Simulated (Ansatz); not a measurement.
**BaPbS3 (model cell, started as cubic perovskite with Pb in the octahedra): the cell at rest**

Aim: bring BaPbS3 (model cell, started as cubic perovskite with Pb in the octahedra) to small forces and stress, as phonons need.

Main program and level: Ansatz 0.2.0; DFT PBEsol, scalar-relativistic, plane waves, PAW; PAW set soft_1.

The structure was built from a prototype and need not be the compound's stable phase.

## (1) The structure

Symmetry: Pm-3m, No. 221, cubic system. Conventional cell: a = 5.125 Å, b = 5.125 Å, c = 5.125 Å, α = 90.00°, β = 90.00°, γ = 90.00°. Nearest to Ba lie 12 S at 3.62 Å. Pb has 6 S at 2.56 Å nearest. Nearest to S lie 2 Pb at 2.56 Å and 4 Ba at 3.62 Å. Farther neighbours and most contacts between anions are not listed.

## (2) A coarse first look

A quick single point on a coarse mesh tells whether the cell has a gap and how far it is from rest, which sets the k mesh and smearing that follow.

File input.yaml:

```yaml
crystal:
  lattice:
    - [5.1254, 0.0, 0.0]
    - [0.0, 5.1254, 0.0]
    - [0.0, 0.0, 5.1254]
  atoms:
    - { symbol: Ba, position: [0.0, 0.0, 0.0] }
    - { symbol: Pb, position: [0.5, 0.5, 0.5] }
    - { symbol: S, position: [0.5, 0.5, 0.0] }
    - { symbol: S, position: [0.5, 0.0, 0.5] }
    - { symbol: S, position: [0.0, 0.5, 0.5] }
kpoints:
  mp_grid: { grid: [4, 4, 4] }
hamiltonian:
  xc: pbesol
  pseudopotentials: { kind: paw, azcp: { folder: soft_1 }, xc_functional: pbe }
scf:
  occupations: { method: gaussian, width: 0.1 }
output:
  forces: true
  stress: true
  eigenvalues: true
```

On the command line:

```console
ansatz run input.yaml --threads 4 --pin off --max-ram 16384MiB --backend cpu --events-out ev --progress --plain --runs-dir out
```

Numbers of over 12 decimals in the logs are rounded to 6 here.

The log of the run:

```text
Engine: ansatz 0.2.0, aarch64-unknown-linux-gnu
Pseudopotentials: kind: paw
Pseudopotential: Ba, paw, valence charge 10, recommended cutoff 420 eV (normal), soft_1/Ba.paw.azcp
Pseudopotential: Pb, paw, valence charge 14, recommended cutoff 420 eV (normal), soft_1/Pb.paw.azcp
Pseudopotential: S, paw, valence charge 6, recommended cutoff 420 eV (normal), soft_1/S.paw.azcp
Functional definition: PBEsol
[...]
k-point 0: bands = [... 17 lower, 5.9224, 5.9224, 6.2545, 6.2545, 6.2545, 9.8831, 9.8831, 10.3499, ... 1 higher]
  k-point 1: bands = [... 17 lower, 5.7372, 5.7372, 6.0767, 6.0767, 6.3778, 10.4400, 10.7185, 10.8482, ... 1 higher]
  k-point 2: bands = [... 17 lower, 5.5969, 5.5969, 5.8848, 5.8848, 8.2223, 10.6657, 11.0743, 11.6794, ... 1 higher]
  k-point 9: bands = [... 17 lower, 6.5263, 7.0288, 7.0288, 7.0288, 9.8007, 9.8007, 9.8007, 11.0091, ... 1 higher]
[key lines of the parts left out:]
SCF converged after 9 iterations
Free energy (F): -20278.331533 eV
Fermi energy:    6.662216 eV
P = ⅓ Tr σ = 0.9568 GPa (9.568 kbar)
```

Elapsed: 0.94 s, on 4 threads of Arm Neoverse V2, shared host; peak memory 0.41 GiB; 3.1 s of CPU time.

Numbers from this step:

* pressure: 0.9568 GPa
* volume per atom: 26.93 Å³
* gap on the k-mesh: 0 eV

The coarse mesh shows no gap and a pressure of 1.0 GPa.

## (3) Relaxation

Harmonic phonons are second derivatives at a point where the forces vanish, and they are wanted at zero stress, so atoms and cell are relaxed first.

input.yaml: that of step 2 with these lines changed.

```diff
@@ -12,3 +12,3 @@
 kpoints:
-  mp_grid: { grid: [4, 4, 4] }
+  mp_grid: { grid: [8, 8, 8] }
 hamiltonian:
@@ -22 +22,6 @@
   eigenvalues: true
+relax:
+  adjacent_minimum: "off"
+  f_tol: 0.005
+  max_steps: 80
+  cell: { stress_tol: 0.05 }
```

The log of the run:

```text
[...]
Crystal: 5 atoms, lattice volume = 134.643 Å³
Basis set: ecut = 420 eV, 2601 PW (Γ), exchange–correlation on 72×72×72 points (8 copies of the dense FFT grid, shifted against one another)
Bands: 26, of which v1, the nominal top of the filled ones, is band 21 counted from 1 (20 counted from 0)
Symmetry: 48 space group operations
[...]
k-points: 35 of 512
[...]
SCF iter   1: F=—  HF=-20280.364194 eV  |F-HF|=—  |Δ(HF+E_count)|=         —  Δρ=3.38e-2  dr2=5.02e0  ethr=3.10e-3  ⟨swp⟩=12.3  Hψ=6326  notcnv=0
[...]
SCF iter   9: F=-20278.386028 eV  HF=-20278.386028 eV  |F-HF|=5.81e-9  |Δ(HF+E_count)|=   1.57e-7  Δρ=2.87e-6  dr2=1.54e-8  ethr=2.38e-10  ⟨swp⟩=15.4  Hψ=6361  notcnv=0
SCF 1 converged in 9 iterations: F = -20278.386028 eV  dr2 = 1.54e-8
[...]
relax step   1: F+E_penalty+E_count = -20278.38602788 eV  Δ(F+E_penalty+E_count) = +0.000e0 eV  max|allowed force component| = 2.840e-28 eV/Å  Δτ_max = 0.0000 Å  P = +1.002 GPa  Ω = 134.643 Å³  (9 SCF iters, dr2 threshold 1.00e-7 eV, accepted)
Crystal: 5 atoms, lattice volume = 137.522 Å³
Basis set: ecut = 420 eV, 2721 PW (Γ), exchange–correlation on 72×72×72 points (8 copies of the dense FFT grid, shifted against one another)
[...]
iter 1 solved again at ethr=6.47e-6 eV; its pass at ethr=3.10e-3 eV (dr2=2.72e-3 eV) is discarded
[...]
SCF iter   5: F=-20278.393126 eV  HF=-20278.393126 eV  |F-HF|=6.91e-8  |Δ(HF+E_count)|=   1.28e-6  Δρ=1.34e-5  dr2=3.58e-7  ethr=1.19e-9  ⟨swp⟩=7.7  Hψ=5659  notcnv=0
SCF 2 converged in 5 iterations: F = -20278.393126 eV  dr2 = 3.58e-7
relax step   2: F+E_penalty+E_count = -20278.39312648 eV  Δ(F+E_penalty+E_count) = -7.099e-3 eV  max|allowed force component| = 4.155e-29 eV/Å  Δτ_max = 0.0000 Å  P = -0.149 GPa  Ω = 137.522 Å³  energy of the carried Pulay correction = -3.684e-4 eV  (5 SCF iters, dr2 threshold 5.00e-7 eV, accepted)
Crystal: 5 atoms, lattice volume = 137.143 Å³
[...]
SCF iter   5: F=-20278.393357 eV  HF=-20278.393357 eV  |F-HF|=1.24e-9  |Δ(HF+E_count)|=   3.29e-8  Δρ=2.41e-6  dr2=1.21e-8  ethr=1.32e-10  ⟨swp⟩=7.3  Hψ=4471  notcnv=0
SCF 3 converged in 5 iterations: F = -20278.393357 eV  dr2 = 1.21e-8
relax step   3: F+E_penalty+E_count = -20278.39335698 eV  Δ(F+E_penalty+E_count) = -2.305e-4 eV  max|allowed force component| = 1.350e-29 eV/Å  Δτ_max = 0.0000 Å  P = -0.005 GPa  Ω = 137.143 Å³  energy of the carried Pulay correction = -3.203e-4 eV  (5 SCF iters, dr2 threshold 5.54e-8 eV, accepted)
[...]
SCF iter   1: F=—  HF=-20278.393601 eV  |F-HF|=—  |Δ(HF+E_count)|=         —  Δρ=2.22e-5  dr2=8.84e-8  ethr=3.13e-7  ⟨swp⟩=4.2  Hψ=8288  notcnv=0
eigensolver tolerance schedule: the retry pair's looser diagonalisation over-reported the residual by 1484.43 of it (diagonalisation noise at 0.18 of the residual, at the tolerance the schedule requests for it); recorded, not acted on — ethr = c·dr2/N_el stays at c = 1.0e-1
[...]
SCF iter   2: F=—  HF=-20278.393666 eV  |F-HF|=—  |Δ(HF+E_count)|=   6.51e-5  Δρ=1.14e-5  dr2=2.63e-8  ethr=2.11e-10  ⟨swp⟩=3.1  Hψ=1976  notcnv=0
[...]
SCF iter   6: F=-20278.393667 eV  HF=-20278.393667 eV  |F-HF|=7.28e-12  |Δ(HF+E_count)|=  2.91e-11  Δρ=4.80e-8  dr2=8.82e-12  ethr=1.00e-12  ⟨swp⟩=7.3  Hψ=4581  notcnv=0
SCF 4 converged in 6 iterations: F = -20278.393667 eV  dr2 = 8.82e-12
relax step   4: F+E_penalty+E_count = -20278.39366682 eV  Δ(F+E_penalty+E_count) = -3.098e-4 eV  max|allowed force component| = 1.956e-29 eV/Å  Δτ_max = 0.0000 Å  P = -0.004 GPa  Ω = 137.143 Å³  stress off target by 4.46e-3 GPa  SCF on the basis re-selected at this cell (its energy is not comparable with the rows above)  (6 SCF iters)
basis re-selected at this cell: Δ(F+E_penalty+E_count) = -3.098e-4 eV, ΔP = +0.000 GPa vs the last step (what re-selecting the basis moved, of the pressure what is left beyond the Pulay correction that the steps carried, after the strain that the cell walked since its last selection, with what the two solves' SCF thresholds leave and, on support functions, any second-order correction that the steps lacked; it is no m [...]
SCF converged after 6 iterations
Free energy (F): -20278.393667 eV
[...]
Internal energy: -20278.374491 eV  (E = F + TS)
E sigma→0 (E₀):  -20278.384079 eV
Entropy (-TS):   -0.019176 eV (-3.835 meV/atom)
Fermi energy:    6.567629 eV
[...]
--- Stress (GPa, compression-positive) ---
       -0.004455      -0.000000      -0.000000
       -0.000000      -0.004455      -0.000000
       -0.000000      -0.000000      -0.004455
  P = ⅓ Tr σ = -0.0045 GPa (-0.045 kbar)
--- Band table (eV; the first three rows and the last of 35) ---
  k-point 0: bands = [... 17 lower, 5.7285, 5.7285, 6.0437, 6.0437, 6.0437, 9.6705, 9.6705, 10.0570, ... 1 higher]
  k-point 1: bands = [... 17 lower, 5.6713, 5.6713, 5.9876, 5.9939, 5.9939, 9.8142, 9.9046, 10.3421, ... 1 higher]
  k-point 2: bands = [... 17 lower, 5.5470, 5.5470, 5.8728, 5.8728, 6.1592, 10.2136, 10.4802, 10.6266, ... 1 higher]
  k-point 34: bands = [... 17 lower, 6.2913, 6.8005, 6.8005, 6.8005, 9.5624, 9.5624, 9.5624, 10.7175, ... 1 higher]
--- Relaxed structure (3 steps of the walk, 3 accepted, 1 SCFs on fresh bases) ---
  F+E_penalty+E_count = -20278.39366682 eV   max|allowed force component| = 1.956e-29 eV/Å   (the final SCF, on the basis selected at the relaxed cell)
  cell:  # Å, volume = 137.1425 Å³
    - [5.156924, 0, 0]
    - [0, 5.156924, 0]
    - [0, 0, 5.156924]
  atoms:
    - { symbol: Ba, position: [0, 0, 0] }
    - { symbol: Pb, position: [0.5, 0.5, 0.5] }
    - { symbol: S, position: [0.5, 0.5, 0] }
    - { symbol: S, position: [0.5, 0, 0.5] }
    - { symbol: S, position: [0, 0.5, 0.5] }
```

Wall time 8.6 s (4 threads); peak memory 0.5 GiB; 33 s of CPU time.

Relaxation path:

```
step  energy less that of the first step (eV)  largest force component (eV/Å)  pressure (GPa)  volume (Å³)
   1                                   0.0000                          0.0000            1.00       134.64
   2                                  -0.0071                          0.0000           -0.15       137.52
   3                                  -0.0073                          0.0000            0.00       137.14
  4*                                  -0.0076                          0.0000            0.00       137.14
```

Relaxation steps marked * repeat the geometry before them on a plane-wave basis chosen anew for their cell, so energy and pressure can jump there.

Forces are held to the 48 operations that the run works with; a distortion that breaks them can't arise in this run.

```
conventional cell, symmetrised  before  after  change
                         a (Å)   5.125  5.157  +0.6 %
                         b (Å)   5.125  5.157  +0.6 %
                         c (Å)   5.125  5.157  +0.6 %
              volume (Å³/atom)   26.93  27.43  +1.9 %
```

The relaxed structure:

```xyz
5
Lattice="5.1569 0.0000 0.0000 0.0000 5.1569 0.0000 0.0000 0.0000 5.1569" Properties=species:S:1:pos:R:3 pbc="T T T"
Ba    0.0000    0.0000    0.0000
Pb    2.5785    2.5785    2.5785
S     2.5785    2.5785    0.0000
S     2.5785    0.0000    2.5785
S     0.0000    2.5785    2.5785
```

Numbers from this step:

```
pressure        : -0.004455 GPa
volume per atom : 27.43 Å³
```

In this step the volume went from 26.93 to 27.43 Å³/atom.

## (4) Tight relaxation

Phonons need a cell at rest on their own settings, so the relaxation is repeated with tight tolerances on forces and stress, using the mesh and the filling of the phonon run that follows.

input.yaml: that of step 3 with these lines changed.

```diff
@@ -2,5 +2,5 @@
   lattice:
-    - [5.1254, 0.0, 0.0]
-    - [0.0, 5.1254, 0.0]
-    - [0.0, 0.0, 5.1254]
+    - [5.1569236149, 0.0, 0.0]
+    - [0.0, 5.1569236149, 0.0]
+    - [0.0, 0.0, 5.1569236149]
   atoms:
@@ -17,3 +17,3 @@
 scf:
-  occupations: { method: gaussian, width: 0.1 }
+  occupations: { method: methfessel_paxton, width: 0.2 }
 output:
@@ -22,6 +22,10 @@
   eigenvalues: true
+  write_density: true
+  write_potential: true
+  elf: true
+  volumetric_format: npy
 relax:
   adjacent_minimum: "off"
-  f_tol: 0.005
-  max_steps: 80
-  cell: { stress_tol: 0.05 }
+  f_tol: 0.001
+  max_steps: 60
+  cell: { stress_tol: 0.01 }
```

The log of the run:

```text
[...]
Crystal: 5 atoms, lattice volume = 137.143 Å³
Basis set: ecut = 420 eV, 2721 PW (Γ), exchange–correlation on 72×72×72 points (8 copies of the dense FFT grid, shifted against one another)
Bands: 26, of which v1, the nominal top of the filled ones, is band 21 counted from 1 (20 counted from 0)
[... 1 set-up line as in the run before ...]
[...]
k-points: 35 of 512
[...]
--- Relaxed structure (2 steps of the walk, 2 accepted, 1 SCFs on fresh bases) ---
[...]
cell:  # Å, volume = 137.0676 Å³
    - [5.155984, 0, 0.0]
    - [0, 5.155984, 0.0]
    - [0.0, 0.0, 5.155984]
  atoms:
    - { symbol: Ba, position: [0, 0, 0] }
    - { symbol: Pb, position: [0.5, 0.5, 0.5] }
    - { symbol: S, position: [0.5, 0.5, 0] }
    - { symbol: S, position: [0.5, 0, 0.5] }
    - { symbol: S, position: [0, 0.5, 0.5] }
[key lines of the parts left out:]
SCF converged after 7 iterations
Free energy (F): -20278.388425 eV
Fermi energy:    6.564650 eV
P = ⅓ Tr σ = 0.0040 GPa (0.040 kbar)
```

The job ended after 7 s (4 threads; peak memory 0.5 GiB).

Little changed from the start: no atom moved by 0.005 Å and no cell edge by 0.1 %.

This step gave:

```yaml
pressure: 0.004035 GPa
volume_per_atom: 27.41 Å³
```

ELF in the ac plane at fractional y = 0.500, with atoms of Pb and S within 0.2 Å of it. It is the smooth field of the valence electrons, not physical close to the nuclei.

Ten even steps from '0' (0.01) to '9' (0.87), each cell a mean:
```
00279931798410
10137987986201
53113677652124
97411233321268
99732343432589
58843421343697
04853300133771
26853300243783
99842433432699
99521233321379
75212455431137
31025888874112
00159964897300
00379920599510
```
Columns run along a (5.2 Å), rows up along c (5.2 Å). Atoms in or near the plane, at fractional coordinates: Pb at (0.50, 0.50), S at (0.50, 0.00), S at (0.00, 0.50).

Electrostatic potential energy in the ac plane at fractional y = 0.500, with atoms of Pb and S within 0.2 Å of it. With pseudopotentials it is smooth inside the atoms' cores, unlike the true potential.

Ten even steps from '0' (-34 eV) to '9' (12 eV), each cell a mean:
```
99998300069999
99999732489999
99999877899999
99999877789999
57898522378986
02686100037840
20575011027720
00585001027730
25887300158873
88998755689998
99999887899999
99999855689999
99998500279999
99998202059999
```
Columns run along a (5.2 Å; values clipped at the 3rd and 97th percentile), rows up along c (5.2 Å). Atoms in or near the plane, at fractional coordinates: Pb at (0.50, 0.50), S at (0.50, 0.00), S at (0.00, 0.50).

Valence density in the ac plane at fractional y = 0.500, with atoms of Pb and S within 0.2 Å of it. It is the smooth field of the valence electrons, not physical close to the nuclei.

Ten steps, logarithmic in the rise over the least value, from '0' (0.0 e/Å³) to '9' (7.7 e/Å³), each cell a mean:
```
00024554553100
00013455542100
11112344421111
32212344321123
54323466532245
55434688753455
35545799864454
45534799864455
55433577643345
43222345432234
21112334321112
00012455432100
00013555542100
00024543553100
```
Columns run along a (5.2 Å), rows up along c (5.2 Å). Atoms in or near the plane, at fractional coordinates: Pb at (0.50, 0.50), S at (0.50, 0.00), S at (0.00, 0.50).

The forces vanish by symmetry and the pressure is 0.004 GPa, within the tolerances set. The cell now holds 27.41 Å³/atom.

## (5) Summary of results

| Property | Result |
| --- | --- |
| space group after relaxation (within 0.01 Å) | Pm-3m |
| lattice constant a | 5.156 Å |
| lattice constant b | 5.156 Å |
| lattice constant c | 5.156 Å |
| volume per atom | 27.4 Å³ |

The forces vanish by symmetry and the pressure is 0.004 GPa, within the tolerances set. The cell now holds 27.41 Å³/atom. The relaxation keeps the symmetry of its start, so it says nothing on stability against lower symmetry. Spin-orbit coupling is left out, which can matter for the heavy elements here. The PAW files were made for PBE and serve the other functionals too. The starting cell was built on a prototype and not taken from a measurement, so the phase need not exist.

[Logs are printed without paths, hosts, clocks, repeated set-up lines and the standing remarks that a program may print on its own settings, such as how far it seeks lower states.]

[Hosts, paths, dates, database ids (printed as entryN), source tags and the programs' standing remarks are cut or masked in the printed files.]
